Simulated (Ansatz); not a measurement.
# LaNi2P2 (I4/mmm): a Bloch–Grüneisen fit of the computed resistivity

Wanted: a compact model of ρ(T) for LaNi2P2 (I4/mmm) and a check of it.

The resistivities were computed with Ansatz 0.2.0 (DFT PBEsol, scalar-relativistic, plane waves, PAW) from the linearised Boltzmann equation with harmonic phonons, on q 4×4×4, k 12×12×12, scattering 20×20×20; the fit below is done by hand on them.

### Step 1. What is given

It takes space group I4/mmm (No. 139, tetragonal). Conventional cell: a = 3.960 Å, b = 3.960 Å, c = 9.512 Å, α = 90.00°, β = 90.00°, γ = 90.00°. La on site a has 10 P at 3.06 to 3.51 Å and 8 Ni at 3.09 Å as nearest neighbours. Ni on site d is surrounded by 4 P at 2.28 Å and 4 Ni at 2.80 Å and 4 La at 3.09 Å. P on site e is surrounded by 4 Ni at 2.28 Å and 1 P at 2.49 Å and 5 La at 3.06 to 3.51 Å.

This is the relaxed cell of the run, from steps not shown here.

The mean resistivity of the three axes from 50 to 800 K, with one row held back; the colder rows stay outside the fit and test it at the end:

```csv
T (K),ρ (μΩ cm)
50,1.136
80,3.557
100,5.411
150,10.29
200,15.17
273,?
300,24.67
400,33.96
500,43.19
600,52.46
800,71.36
```

### Step 2. The fit

Bloch and Grüneisen's form is ρ(T) = A (T/Θ)⁵ J₅(Θ/T), with J₅(z) the integral of x⁵/((eˣ − 1)(1 − e⁻ˣ)) from 0 to z. It goes as T⁵ far below Θ and as A T/(4Θ) far above. For a trial Θ the best A is the geometric mean of ρ/[(T/Θ)⁵ J₅] over the rows, and the scatter of that ratio measures the fit:

```csv
Θ (K),A (μΩ cm),scatter (%)
170,49.45,24.2
226,71.06,13.2
254,83.47,7.3
282,97.15,3.4
310,112.2,7.5
352,137.8,17.2
424,191.1,34.6
```

The scatter is least at Θ = 282 K, with A = 97.15 μΩ cm (3.4 % r.m.s.).

```csv
T (K),computed,fit
50,1.136,1.084
80,3.557,3.711
100,5.411,5.710
150,10.29,10.68
200,15.17,15.46
300,24.67,24.61
400,33.96,33.52
500,43.19,42.31
600,52.46,51.05
800,71.36,68.43
```

### Step 3. The row held back

At T = 273 K, Θ/T = 1.033, J₅ = 0.2684 and (T/Θ)⁵ = 0.8503, so the fit gives 22.17 μΩ cm. The computed value is 22.13 μΩ cm: the fit is off by +0.18 %. Outside its range, at 20 K, it gives 0.0216 against 0.0209 μΩ cm computed, 1.03 times that; at that temperature the run's own test moves by 9 % between meshes in the component that moves most. Among the rows used, the largest miss is +5.5 %, at 100 K.

### Step 4. Reading Θ and A

Θ = 282 K is 1.44 times ħω_log/k_B (196 K) and 0.55 of the highest phonon frequency (511 K). The high-temperature slope of the fit, A/(4Θ), is 0.0861 μΩ cm/K. The same slope from the run's transport coupling and plasma energy, 2π k_B λ_tr/(ħ ε₀ ω_p²) with λ_tr = 0.416, 0.416, 0.314 (xx, yy, zz) and ħω_p = 3.82, 3.82, 4.42 (xx, yy, zz) eV, is 0.0979 μΩ cm/K in the mean of the axes, +13.7 % from it. For comparison, the computed rows rise by 0.0945 μΩ cm/K between the two hottest.

### Step 5. Outcome

```json
{"Θ": "282 K", "A": "97.15 μΩ cm", "scatter of the fit": "3.4 %", "held-back row at 273 K, fit against computed": "22.17 against 22.13 μΩ cm"}
```

In words: Two numbers, Θ = 282 K and A = 97.1 μΩ cm, hold the computed ρ(T) from 50 to 800 K within 3.42 % r.m.s. and predict the held-back row within 0.18 %. The misses are not random: the largest is +5.5 %, at 100 K. By the run's own test the resistivity at 300 K moves by 7 % between its two finest scattering meshes, in the component that moves most. The mean hides an anisotropy: at 300 K the components are 28.4, 28.4, 17.2 (xx, yy, zz) μΩ cm. Spin–orbit coupling is left out. The relaxed volume lies -3.6 % from the database entry, whose temperature is not recorded here; volume shifts the phonons and ρ. The fit describes the calculation: impurities, thermal expansion, changes of phase and anharmonicity are in neither.

[Logs are printed without paths, hosts, clocks, repeated set-up lines and the standing remarks that a program may print on its own settings, such as how far it seeks lower states.]

[Hosts, paths, dates, database ids (printed as entryN), source tags and the programs' standing remarks are cut or masked in the printed files.]
